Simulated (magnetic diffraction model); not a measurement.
## CeBe₁₆Al₁₂: what an assumed order does to the neutron pattern

Space group I-43m (no. 217), a = 8.9550 Å.

| site | atom | x | y | z |
| --- | --- | --- | --- | --- |
| 2a | Ce | 0 | 0 | 0 |
| 24g | Al | 0.2806 | 0.0912 | 0.9088 |
| 24g | Be | 0.5384 | 0.1396 | 0.8604 |
| 8c | Be | 0.3200 | 0.6800 | 0.3200 |

The compound is invented for this exercise: a known structure type with other elements, its cell scaled to their sizes and not relaxed.

Only Ce is taken to order (form factors of Ce3+); orders and moment sizes are assumed, and not adapted to the symmetry. Radiation: neutrons of λ = 2.52 Å, 8° to 70°; isotropic B of 0.22 Å² (Ce), 0.38 Å² (Al) and 0.49 Å² (Be). Simulated constant-wavelength pattern: nuclear and magnetic terms add, the magnetic one as |2.695 fm × Σ f S⊥ exp(2πi Q·r) exp(−B s²)|², summed over all Q at one angle with the factor 1/(sin²θ cos θ). For collinear order S is the moment m, which repeats by lattice and centring translations R with the sign exp(−2πi k·R). Free-ion form factors, Sears's scattering lengths of 1992, no absorption; a label names one of the reflections at its angle. The strongest nuclear line in the range is 100, and lines under 0.2 are left out.

Assume the order k = (0 1 0), collinear moments along [110], 1.26 μB on Ce.

Q: Where does magnetic intensity appear, and how strong is it?

```
2θ (°)    index  nuclear  magnetic
 16.18  (1 0 0)      0.0       4.2
 22.95  (1 1 0)     58.6       0.0
 28.21  (1 1 1)      0.0       1.8
 36.68  (2 1 0)      0.0       3.2
 40.32  (2 1 1)     72.9       0.0
 49.94  (3 0 0)      0.0       2.1
 52.84  (3 1 0)     19.1       0.0
 55.64  (3 1 1)      0.0       1.3
 58.34  (2 2 2)     18.3       0.0
 60.97  (3 2 0)      0.0       1.1
 63.53  (3 2 1)      7.7       0.0
 68.50  (4 0 0)    100.0       0.0
```

The strongest magnetic line in the range is (1 0 0) at 16.18° (4.2). On top of the Lorentz factor, which all lines share, magnetic lines fade with angle because f falls: for Ce3+ it is 0.96, 0.86, 0.71 and 0.43 at sin θ/λ = 0.1, 0.2, 0.3 and 0.5 Å⁻¹, while nuclear lengths stay constant. The order has no net moment.

[Logs are printed without paths, hosts, clocks, repeated set-up lines and the standing remarks that a program may print on its own settings, such as how far it seeks lower states.]
